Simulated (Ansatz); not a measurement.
# Lu3TlC (Pm-3m): the cell at rest

Wanted: the relaxed cell of Lu3TlC (Pm-3m).

Main program and level: Ansatz 0.2.0; DFT PBEsol, scalar-relativistic, plane waves, PAW; PAW set soft_1.

## (1) Starting point

Symmetry: Pm-3m, No. 221, cubic system. Conventional cell: a = 4.746 Å, b = 4.746 Å, c = 4.746 Å, α = 90.00°, β = 90.00°, γ = 90.00°. Lu has 2 C at 2.37 Å and 8 Lu at 3.36 Å and 4 Tl at 3.36 Å nearest. Nearest to Tl lie 12 Lu at 3.36 Å. C has 6 Lu at 2.37 Å nearest. Farther neighbours are not listed.

## (2) Probe on a coarse mesh

A quick single point on a coarse mesh tells whether the cell has a gap and how far it is from rest, which sets the k mesh and smearing that follow.

The input, input.yaml:

```yaml
crystal:
  lattice:
    - [4.74607332, 0.0, 0.0]
    - [0.0, 4.74607332, 0.0]
    - [0.0, 0.0, 4.74607332]
  atoms:
    - { symbol: Lu, position: [0.5, 0.0, 0.5] }
    - { symbol: Lu, position: [0.0, 0.5, 0.5] }
    - { symbol: Lu, position: [0.5, 0.5, 0.0] }
    - { symbol: Tl, position: [0.0, 0.0, 0.0] }
    - { symbol: C, position: [0.5, 0.5, 0.5] }
kpoints:
  mp_grid: { grid: [4, 4, 4] }
hamiltonian:
  xc: pbesol
  pseudopotentials: { kind: paw, azcp: { folder: soft_1 }, xc_functional: pbe }
scf:
  occupations: { method: gaussian, width: 0.1 }
output:
  forces: true
  stress: true
  eigenvalues: true
```

Launch:

```bash
> ansatz run input.yaml --threads 4 --pin off --max-ram 10240MiB --backend cpu --events-out ev --progress --plain --runs-dir out
```

Numbers of over 12 decimals in the logs are rounded to 6 here.

Log:

```text
Engine: ansatz 0.2.0, aarch64-unknown-linux-gnu
Pseudopotentials: kind: paw
Pseudopotential: Lu, paw, valence charge 25, recommended cutoff 420 eV (normal), soft_1/Lu.paw.azcp
Pseudopotential: Tl, paw, valence charge 13, recommended cutoff 420 eV (normal), soft_1/Tl.paw.azcp
Pseudopotential: C, paw, valence charge 4, recommended cutoff 420 eV (normal), soft_1/C.paw.azcp
Functional definition: PBEsol
[...]
k-point 0: bands = [... 42 lower, 13.7799, 13.9604, 13.9604, 14.5527, 14.5527, 14.5527, 16.6301, 16.6301, ... 5 higher]
  k-point 1: bands = [... 42 lower, 13.5391, 13.5391, 14.2169, 14.2169, 14.5339, 14.7021, 15.6953, 17.2588, ... 5 higher]
  k-point 2: bands = [... 42 lower, 13.3504, 13.3504, 13.9368, 13.9368, 14.8846, 15.5632, 16.6056, 17.4575, ... 5 higher]
  k-point 9: bands = [... 42 lower, 10.4150, 13.7299, 13.7299, 13.7299, 16.0647, 16.0647, 16.0647, 16.8013, ... 5 higher]
[key lines of the parts left out:]
SCF converged after 10 iterations
Free energy (F): -55383.408049 eV
Fermi energy:    14.453354 eV
P = ⅓ Tr σ = -1.8751 GPa (-18.751 kbar)
```

It took 1.3 s on 4 threads of Arm Neoverse V2, shared host; peak memory 0.46 GiB.

This step gave:

```yaml
pressure: -1.875 GPa
volume_per_atom: 21.38 Å³
gap_on_the_k_mesh: 0 eV
```

The coarse mesh shows no gap and a pressure of -1.9 GPa.

## (3) Relaxation

Harmonic phonons are second derivatives at a point where the forces vanish, and they are wanted at zero stress, so atoms and cell are relaxed first.

input.yaml, as its differences from that of step 2:

```diff
@@ -12,3 +12,3 @@
 kpoints:
-  mp_grid: { grid: [4, 4, 4] }
+  mp_grid: { grid: [8, 8, 8] }
 hamiltonian:
@@ -22 +22,6 @@
   eigenvalues: true
+relax:
+  adjacent_minimum: "off"
+  f_tol: 0.005
+  max_steps: 80
+  cell: { stress_tol: 0.05 }
```

Log:

```text
[...]
Crystal: 5 atoms, lattice volume = 106.906 Å³
Basis set: ecut = 420 eV, 2103 PW (Γ), exchange–correlation on 64×64×64 points (8 copies of the dense FFT grid, shifted against one another)
Bands: 56, of which v1, the nominal top of the filled ones, is band 46 counted from 1 (45 counted from 0)
Symmetry: 48 space group operations
[...]
k-points: 35 of 512
[...]
SCF iter   1: F=—  HF=-55385.046617 eV  |F-HF|=—  |Δ(HF+E_count)|=         —  Δρ=5.56e-2  dr2=6.71e0  ethr=3.10e-3  ⟨swp⟩=7.1  Hψ=8502  notcnv=0  defer=8
[...]
SCF iter  10: F=-55383.437280 eV  HF=-55383.437280 eV  |F-HF|=4.05e-8  |Δ(HF+E_count)|=   2.64e-7  Δρ=7.64e-6  dr2=7.52e-8  ethr=1.09e-10  ⟨swp⟩=15.2  Hψ=16309  notcnv=0
SCF 1 converged in 10 iterations: F = -55383.437280 eV  dr2 = 7.52e-8
[...]
relax step   1: F+E_penalty+E_count = -55383.43727981 eV  Δ(F+E_penalty+E_count) = +0.000e0 eV  max|allowed force component| = 4.241e-28 eV/Å  Δτ_max = 0.0000 Å  P = -1.933 GPa  Ω = 106.906 Å³  (10 SCF iters, dr2 threshold 1.00e-7 eV, accepted)
Crystal: 5 atoms, lattice volume = 102.572 Å³
Basis set: ecut = 420 eV, 2007 PW (Γ), exchange–correlation on 64×64×64 points (8 copies of the dense FFT grid, shifted against one another)
[...]
iter 1 solved again at ethr=6.42e-5 eV; its pass at ethr=3.10e-3 eV (dr2=5.91e-2 eV) is discarded
[...]
SCF iter   9: F=-55383.441016 eV  HF=-55383.441016 eV  |F-HF|=2.56e-8  |Δ(HF+E_count)|=   7.60e-8  Δρ=5.85e-6  dr2=2.41e-8  ethr=2.34e-10  ⟨swp⟩=6.6  Hψ=10028  notcnv=0
SCF 2 converged in 9 iterations: F = -55383.441016 eV  dr2 = 2.41e-8
[...]
relax step   2: F+E_penalty+E_count = -55383.44101597 eV  Δ(F+E_penalty+E_count) = -3.736e-3 eV  max|allowed force component| = 5.690e-29 eV/Å  Δτ_max = 0.0000 Å  P = +1.955 GPa  Ω = 102.572 Å³  energy of the carried Pulay correction = +2.192e-3 eV  (9 SCF iters, dr2 threshold 5.00e-7 eV, accepted)
Crystal: 5 atoms, lattice volume = 104.707 Å³
[...]
SCF iter   8: F=-55383.452303 eV  HF=-55383.452303 eV  |F-HF|=2.95e-9  |Δ(HF+E_count)|=   3.36e-7  Δρ=1.00e-5  dr2=6.67e-8  ethr=5.43e-10  ⟨swp⟩=9.9  Hψ=12791  notcnv=0
SCF 3 converged in 8 iterations: F = -55383.452303 eV  dr2 = 6.67e-8
relax step   3: F+E_penalty+E_count = -55383.45230338 eV  Δ(F+E_penalty+E_count) = -1.129e-2 eV  max|allowed force component| = 1.394e-28 eV/Å  Δτ_max = 0.0000 Å  P = -0.062 GPa  Ω = 104.707 Å³  energy of the carried Pulay correction = +1.101e-3 eV  (8 SCF iters, dr2 threshold 5.00e-7 eV, accepted)
[...]
relax step   4: F+E_penalty+E_count = -55383.45235045 eV  Δ(F+E_penalty+E_count) = -4.707e-5 eV  max|allowed force component| = 4.817e-29 eV/Å  Δτ_max = 0.0000 Å  P = -0.002 GPa  Ω = 104.640 Å³  energy of the carried Pulay correction = +1.135e-3 eV  (6 SCF iters, dr2 threshold 9.54e-9 eV, accepted)
[...]
SCF iter   1: F=—  HF=-55383.451281 eV  |F-HF|=—  |Δ(HF+E_count)|=         —  Δρ=3.45e-5  dr2=2.08e-7  ethr=5.26e-7  ⟨swp⟩=4.9  Hψ=17001  notcnv=0
eigensolver tolerance schedule: the retry pair's looser diagonalisation over-reported the residual by 2323.36 of it (diagonalisation noise at 0.65 of the residual, at the tolerance the schedule requests for it); recorded, not acted on — ethr = c·dr2/N_el stays at c = 1.0e-1
[...]
SCF iter   2: F=—  HF=-55383.451195 eV  |F-HF|=—  |Δ(HF+E_count)|=   8.64e-5  Δρ=2.21e-5  dr2=2.08e-7  ethr=2.26e-10  ⟨swp⟩=4.4  Hψ=6742  notcnv=0
[...]
SCF iter   7: F=-55383.451195 eV  HF=-55383.451195 eV  |F-HF|=0.00e0  |Δ(HF+E_count)|=  1.46e-11  Δρ=9.34e-8  dr2=1.35e-11  ethr=1.00e-12  ⟨swp⟩=8.5  Hψ=11520  notcnv=0
SCF 5 converged in 7 iterations: F = -55383.451195 eV  dr2 = 1.35e-11
relax step   5: F+E_penalty+E_count = -55383.45119494 eV  Δ(F+E_penalty+E_count) = +1.156e-3 eV  max|allowed force component| = 5.948e-29 eV/Å  Δτ_max = 0.0000 Å  P = -0.008 GPa  Ω = 104.640 Å³  stress off target by 8.20e-3 GPa  SCF on the basis re-selected at this cell (its energy is not comparable with the rows above)  (7 SCF iters)
basis re-selected at this cell: Δ(F+E_penalty+E_count) = +1.156e-3 eV, ΔP = -0.006 GPa vs the last step (what re-selecting the basis moved, of the pressure what is left beyond the Pulay correction that the steps carried, after the strain that the cell walked since its last selection, with what the two solves' SCF thresholds leave and, on support functions, any second-order correction that the steps lacked; it is no m [...]
SCF converged after 7 iterations
Free energy (F): -55383.451195 eV
[...]
Internal energy: -55383.448825 eV  (E = F + TS)
E sigma→0 (E₀):  -55383.450010 eV
Entropy (-TS):   -0.002370 eV (-0.474 meV/atom)
Fermi energy:    14.778364 eV
[...]
--- Stress (GPa, compression-positive) ---
       -0.008199      -0.000000      -0.000000
        0.000000      -0.008199       0.000000
       -0.000000       0.000000      -0.008199
  P = ⅓ Tr σ = -0.0082 GPa (-0.082 kbar)
--- Band table (eV; the first three rows and the last of 35) ---
  k-point 0: bands = [... 42 lower, 14.1732, 14.3133, 14.3133, 14.8803, 14.8803, 14.8803, 17.0266, 17.0266, ... 6 higher]
  k-point 1: bands = [... 42 lower, 14.0887, 14.4639, 14.5525, 14.7807, 14.7807, 14.9216, 16.2058, 17.2014, ... 6 higher]
  k-point 2: bands = [... 42 lower, 13.9157, 13.9157, 14.5556, 14.5556, 14.8976, 15.0301, 16.1028, 17.6522, ... 6 higher]
  k-point 34: bands = [... 42 lower, 10.7022, 14.1028, 14.1028, 14.1028, 16.4555, 16.4555, 16.4555, 17.1824, ... 6 higher]
--- Relaxed structure (4 steps of the walk, 4 accepted, 1 SCFs on fresh bases) ---
  F+E_penalty+E_count = -55383.45119494 eV   max|allowed force component| = 5.948e-29 eV/Å   (the final SCF, on the basis selected at the relaxed cell)
  cell:  # Å, volume = 104.6400 Å³
    - [4.712295, 0, 0]
    - [0.0, 4.712295, 0]
    - [0, 0, 4.712295]
  atoms:
    - { symbol: Lu, position: [0.5, 0, 0.5] }
    - { symbol: Lu, position: [0, 0.5, 0.5] }
    - { symbol: Lu, position: [0.5, 0.5, 0] }
    - { symbol: Tl, position: [0, 0, 0] }
    - { symbol: C, position: [0.5, 0.5, 0.5] }
```

Wall time 18 s (4 threads); peak memory 0.56 GiB.

Relaxation path:

```tsv
step	energy less that of the first step (eV)	largest force component (eV/Å)	pressure (GPa)	volume (Å³)
1	0.0000	0.0000	-1.93	106.91
2	-0.0037	0.0000	1.96	102.57
3	-0.0150	0.0000	-0.06	104.71
4	-0.0151	0.0000	0.00	104.64
5*	-0.0139	0.0000	-0.01	104.64
```

Relaxation steps marked * repeat the geometry before them on a plane-wave basis chosen anew for their cell, so energy and pressure can jump there.

Forces are held to the 48 operations that the run works with; a distortion that breaks them can't arise in this run.

```tsv
conventional cell, symmetrised	before	after	change
a (Å)	4.746	4.712	-0.7 %
b (Å)	4.746	4.712	-0.7 %
c (Å)	4.746	4.712	-0.7 %
volume (Å³/atom)	21.38	20.93	-2.1 %
```

The relaxed structure:

```cif
data_structure
_symmetry_space_group_name_H-M 'P 1'
_symmetry_Int_Tables_number 1
_cell_length_a 4.7123
_cell_length_b 4.7123
_cell_length_c 4.7123
_cell_angle_alpha 90.000
_cell_angle_beta 90.000
_cell_angle_gamma 90.000
_cell_volume 104.64
loop_
_atom_site_label
_atom_site_type_symbol
_atom_site_fract_x
_atom_site_fract_y
_atom_site_fract_z
_atom_site_occupancy
Lu1 Lu 0.50000 0.00000 0.50000 1
Lu2 Lu 0.00000 0.50000 0.50000 1
Lu3 Lu 0.50000 0.50000 0.00000 1
Tl4 Tl 0.00000 0.00000 0.00000 1
C5 C 0.50000 0.50000 0.50000 1
```

This step gave:

```
pressure        : -0.008199 GPa
volume per atom : 20.93 Å³
```

In this step the volume went from 21.38 to 20.93 Å³/atom.

## (4) Tight relaxation

Phonons need a cell at rest on their own settings, so the relaxation is repeated with tight tolerances on forces and stress, using the mesh and the filling of the phonon run that follows.

input.yaml, the sections that differ from step 3:

```yaml
crystal:
  lattice:
    - [4.71229544, 0.0, 0.0]
    - [0.0, 4.71229544, 0.0]
    - [0.0, 0.0, 4.71229544]
  atoms:
    - { symbol: Lu, position: [0.5, 0.0, 0.5] }
    - { symbol: Lu, position: [0.0, 0.5, 0.5] }
    - { symbol: Lu, position: [0.5, 0.5, 0.0] }
    - { symbol: Tl, position: [0.0, 0.0, 0.0] }
    - { symbol: C, position: [0.5, 0.5, 0.5] }
scf:
  occupations: { method: methfessel_paxton, width: 0.2 }
relax:
  adjacent_minimum: "off"
  f_tol: 0.001
  max_steps: 60
  cell: { stress_tol: 0.01 }
# kpoints, hamiltonian, output: as in step 3
```

Log:

```text
[...]
Crystal: 5 atoms, lattice volume = 104.640 Å³
Basis set: ecut = 420 eV, 2103 PW (Γ), exchange–correlation on 64×64×64 points (8 copies of the dense FFT grid, shifted against one another)
Bands: 56, of which v1, the nominal top of the filled ones, is band 46 counted from 1 (45 counted from 0)
[... 1 set-up line as in the run before ...]
[...]
k-points: 35 of 512
[...]
--- Relaxed structure (1 steps of the walk, 1 accepted, 1 SCFs on fresh bases) ---
[...]
cell:  # Å, volume = 104.6400 Å³
    - [4.71229544, 0.0, 0.0]
    - [0.0, 4.71229544, 0.0]
    - [0.0, 0.0, 4.71229544]
  atoms:
    - { symbol: Lu, position: [0.5, 0.0, 0.5] }
    - { symbol: Lu, position: [0.0, 0.5, 0.5] }
    - { symbol: Lu, position: [0.5, 0.5, 0.0] }
    - { symbol: Tl, position: [0.0, 0.0, 0.0] }
    - { symbol: C, position: [0.5, 0.5, 0.5] }
[key lines of the parts left out:]
SCF converged after 9 iterations
Free energy (F): -55383.448992 eV
Fermi energy:    14.754906 eV
P = ⅓ Tr σ = -0.0020 GPa (-0.020 kbar)
```

The job ended after 8 s (4 threads; peak memory 0.55 GiB; 31 s of CPU time).

Little changed from the start: no atom moved by 0.005 Å and no cell edge by 0.1 %.

Numbers from this step:

```
pressure : -0.002009 GPa
```

The forces vanish by symmetry and the pressure is -0.002 GPa, within the tolerances set. The cell now holds 20.93 Å³/atom.

## (5) Outcome

```yaml
space_group_after_relaxation_within_0p01_a: Pm-3m
lattice_constant_a: 4.712 Å
lattice_constant_b: 4.712 Å
lattice_constant_c: 4.712 Å
volume_per_atom: 20.9 Å³
```

In words: The forces vanish by symmetry and the pressure is -0.002 GPa, within the tolerances set. The cell now holds 20.93 Å³/atom. The relaxation keeps the symmetry of its start, so it says nothing on stability against lower symmetry. Spin-orbit coupling is left out, which can matter for the heavy elements here. The PAW files were made for PBE and serve the other functionals too.

[Logs are printed without paths, hosts, clocks, repeated set-up lines and the standing remarks that a program may print on its own settings, such as how far it seeks lower states.]

[Hosts, paths, dates, database ids (printed as entryN), source tags and the programs' standing remarks are cut or masked in the printed files.]
